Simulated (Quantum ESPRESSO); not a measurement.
# Magnetic state of BaFe2S3 from several starts, part 2 of 2

Does BaFe2S3 prefer parallel or opposed moments?

Quantum ESPRESSO 7.5; PBEsol with U = 4.5 eV on Fe d (ortho-atomic projectors); plane waves with GBRV 1.5 PBEsol potentials, no spin-orbit coupling.

So far, absolute magnetization (μB): step 2 (run 1, typed as ferro ++++) 16.1.

### 3. Start 2: antiferro ++−−

The input, pw.in:

```
&CONTROL
  calculation = 'scf'
  prefix = 'pwscf'
  outdir = './tmp'
  pseudo_dir = './pseudo'
  disk_io = 'nowf'
/
&SYSTEM
  ibrav = 0
  nat = 12
  ntyp = 4
  ecutwfc = 40
  ecutrho = 280
  nbnd = 76
  occupations = 'smearing'
  smearing = 'fd'
  degauss = 0.00367493
  nspin = 2
  starting_magnetization(1) = 0
  starting_magnetization(2) = 0.25
  starting_magnetization(3) = -0.25
  starting_magnetization(4) = 0
/
&ELECTRONS
  conv_thr = 2.4d-08
  electron_maxstep = 150
  mixing_beta = 0.3
/
ATOMIC_SPECIES
Ba    137.3270 ba_pbesol_v1.uspp.F.UPF
Fe1    55.8450 fe_pbesol_v1.5.uspp.F.UPF
Fe2    55.8450 fe_pbesol_v1.5.uspp.F.UPF
S      32.0600 s_pbesol_v1.4.uspp.F.UPF
CELL_PARAMETERS angstrom
   4.3917500000   -5.6095000000    0.0000000000
   4.3917500000    5.6095000000    0.0000000000
   0.0000000000    0.0000000000    5.2860000000
ATOMIC_POSITIONS crystal
Ba      0.3141000000    0.6859000000    0.2500000000
Ba      0.6859000000    0.3141000000    0.7500000000
Fe1     0.8464000000    0.8464000000    0.0000000000
Fe1     0.1536000000    0.1536000000    0.5000000000
Fe2     0.1536000000    0.1536000000    0.0000000000
Fe2     0.8464000000    0.8464000000    0.5000000000
S       0.8306000000    0.5842000000    0.2500000000
S       0.1694000000    0.4158000000    0.7500000000
S       0.5842000000    0.8306000000    0.7500000000
S       0.4158000000    0.1694000000    0.2500000000
S       0.8853000000    0.1147000000    0.2500000000
S       0.1147000000    0.8853000000    0.7500000000
K_POINTS automatic
4 4 4 0 0 0
HUBBARD {ortho-atomic}
U Fe1-3d 4.5000
U Fe2-3d 4.5000
```

Command:

```console
$ OMP_NUM_THREADS=1 mpirun -n 4 pw.x -nk 4 -in pw.in > pw.out
```

The log of the run:

```text
     [... lines left out ...]
Program PWSCF v.7.5 starts
     [... lines left out ...]
     number of atoms/cell      =           12
     [... lines left out ...]
     number of electrons       =       120.00
     number of Kohn-Sham states=           76
     kinetic-energy cutoff     =      40.0000  Ry
     charge density cutoff     =     280.0000  Ry
     scf convergence threshold =      2.4E-08
     [... lines left out ...]
      4 Sym. Ops. (no inversion) found ( 2 have fractional translation)
     [... lines left out ...]
     number of k points=    21  Fermi-Dirac smearing, width (Ry)=  0.0037
     [... lines left out ...]
     iteration #150     ecut=    40.00 Ry     beta= 0.30
     [... lines left out ...]
     estimated scf accuracy    <       0.00013715 Ry
     total magnetization       =     0.00 Bohr mag/cell
     absolute magnetization    =    13.81 Bohr mag/cell
     [... lines left out ...]
     convergence NOT achieved after 150 iterations: stopping
[key lines of the parts left out:]
total energy              =   -1285.25039475 Ry
```

The job ended after 47 min (4 MPI ranks of Arm Neoverse V2, shared host; peak memory 1.9 GiB).

Residual by cycle:

cycle, log10 residual and a bar from the least value:
```
        1        1.3 ##############################
       15       -1.8 ########
       28       -1.6 ##########
       42       -2.0 #######
       55       -1.6 ##########
       69       -2.9 #
       82       -3.0 
       96       -2.5 ####
      109       -2.6 ###
      123       -2.6 ###
      136       -2.3 #####
      150       -2.7 ##
```

The run stopped without converging, so none of its numbers is a property of the system.

After 150 cycles the residual stands at 0.0019, against 0.0012 at cycle 76 and a least value of 8.6e-4. The cap of 150 cycles in the input ended the loop.

### 4. Start 3: antiferro +−−+

Changes to pw.in since step 3:

```diff
@@ -41,5 +41,5 @@
 Fe1     0.8464000000    0.8464000000    0.0000000000
-Fe1     0.1536000000    0.1536000000    0.5000000000
+Fe2     0.1536000000    0.1536000000    0.5000000000
 Fe2     0.1536000000    0.1536000000    0.0000000000
-Fe2     0.8464000000    0.8464000000    0.5000000000
+Fe1     0.8464000000    0.8464000000    0.5000000000
 S       0.8306000000    0.5842000000    0.2500000000
```

The log of the run:

```text
     [... lines left out ...]
Program PWSCF v.7.5 starts
     [... lines left out ...]
     number of atoms/cell      =           12
     [... lines left out ...]
     number of electrons       =       120.00
     number of Kohn-Sham states=           76
     kinetic-energy cutoff     =      40.0000  Ry
     charge density cutoff     =     280.0000  Ry
     scf convergence threshold =      2.4E-08
     [... lines left out ...]
      4 Sym. Ops. (no inversion) found ( 2 have fractional translation)
     [... lines left out ...]
     number of k points=    21  Fermi-Dirac smearing, width (Ry)=  0.0037
     [... lines left out ...]
     iteration # 19     ecut=    40.00 Ry     beta= 0.30
     [... lines left out ...]
     Magnetic moment per site  (integrated on atomic sphere of radius R)
     atom   1 (R=0.190)  charge=  7.6222  magn= -0.0000
     atom   2 (R=0.190)  charge=  7.6222  magn= -0.0000
     atom   3 (R=0.131)  charge= 13.8862  magn=  3.2179
     atom   4 (R=0.131)  charge= 13.8863  magn= -3.2179
     atom   5 (R=0.131)  charge= 13.8863  magn= -3.2179
     atom   6 (R=0.131)  charge= 13.8862  magn=  3.2179
     atom   7 (R=0.131)  charge=  3.7313  magn=  0.1250
     atom   8 (R=0.131)  charge=  3.7313  magn= -0.1250
     atom   9 (R=0.131)  charge=  3.7313  magn=  0.1250
     atom  10 (R=0.131)  charge=  3.7313  magn= -0.1250
     atom  11 (R=0.131)  charge=  3.7901  magn= -0.0000
     atom  12 (R=0.131)  charge=  3.7901  magn= -0.0000
     [... lines left out ...]
     Tr[ns(  3)] (up, down, total) =   4.83847  1.44478  6.28325
     [... lines left out ...]
     Tr[ns(  4)] (up, down, total) =   1.44480  4.83847  6.28327
     [... lines left out ...]
     Tr[ns(  5)] (up, down, total) =   1.44480  4.83847  6.28327
     [... lines left out ...]
     Tr[ns(  6)] (up, down, total) =   4.83847  1.44478  6.28325
     [... lines left out ...]
     the Fermi energy is     9.1747 ev
!    total energy              =   -1285.34326005 Ry
     estimated scf accuracy    <       0.00000002 Ry
     smearing contrib. (-TS)   =      -0.00000002 Ry
     [... lines left out ...]
     total magnetization       =     0.00 Bohr mag/cell
     absolute magnetization    =    14.98 Bohr mag/cell
     convergence has been achieved in  19 iterations
```

The job ended after 5.9 min (4 MPI ranks; peak memory 1.9 GiB; 24 min of CPU time).

Spin moment in the atom's sphere by atom:

```csv
atom,spin moment in the atom's sphere (μB)
Ba1,0.00
Ba2,0.00
Fe3,3.22
Fe4,-3.22
Fe5,-3.22
Fe6,3.22
S7,0.12
S8,-0.12
S9,0.12
S10,-0.12
S11,0.00
S12,0.00
```

Read from the output:

| Item | Value |
| --- | --- |
| smearing term TS | 2.65e-7 eV |
| magnetization | 0 μB |
| absolute magnetization | 14.98 μB |
| final state | antiferromagnetic |

### 5. Ranking

An order is kept where moments of 0.15 μB or more survive with the typed signs; meshes match where a doubled cell samples the same k points as the first cell.

Orders:

```csv
start,final state,typed order kept,energy over the lowest (meV a seeded atom),largest site moment (μB),net moment (μB a cell of the first run),mesh matched,CPU time (s)
ferro ++++,ferromagnetic,yes,163.8,3.345,15.97,yes,1668
antiferro +--+,antiferromagnetic,yes,0,3.218,0,yes,1420
```

### 6. Fillings of the first corrected shells

```csv
start,type,spin,occupation numbers
ferro ++++,Fe,up,0.969 0.970 0.973 0.974 0.985
ferro ++++,Fe,down,0.086 0.111 0.130 0.216 0.803
ferro ++++,Fe,up,0.969 0.970 0.973 0.974 0.985
ferro ++++,Fe,down,0.086 0.111 0.130 0.216 0.803
antiferro +--+,Fe1,up,0.956 0.963 0.969 0.971 0.980
antiferro +--+,Fe1,down,0.068 0.126 0.136 0.531 0.583
antiferro +--+,Fe2,up,0.068 0.126 0.136 0.531 0.583
antiferro +--+,Fe2,down,0.956 0.963 0.969 0.971 0.980
```

### 7. Outcome

```
moments, largest by run                         : 3.34, 3.22 μB
spread of the energies of the runs with moments : 164 meV a seeded atom
```

Under a U these runs seem to end in unlike orbital states: the fillings of their corrected shells differ, or their energies lie too far apart for exchange alone. The differences are then no exchange energies, and the ranking says little of the magnetic order. Seeding all runs from one set of occupation matrices is the usual remedy.

[Logs and program files are shortened in this print: banners, set-up blocks, solver, clock and traceback lines can be left out without a mark of their own.]

[Logs are printed without paths, hosts, clocks, repeated set-up lines and the standing remarks that a program may print on its own settings, such as how far it seeks lower states.]

[Hosts, paths, dates, database ids (printed as entryN), source tags and the programs' standing remarks are cut or masked in the printed files.]

[Where a cell is said to come from a database of computed structures, the database is the Materials Project.]
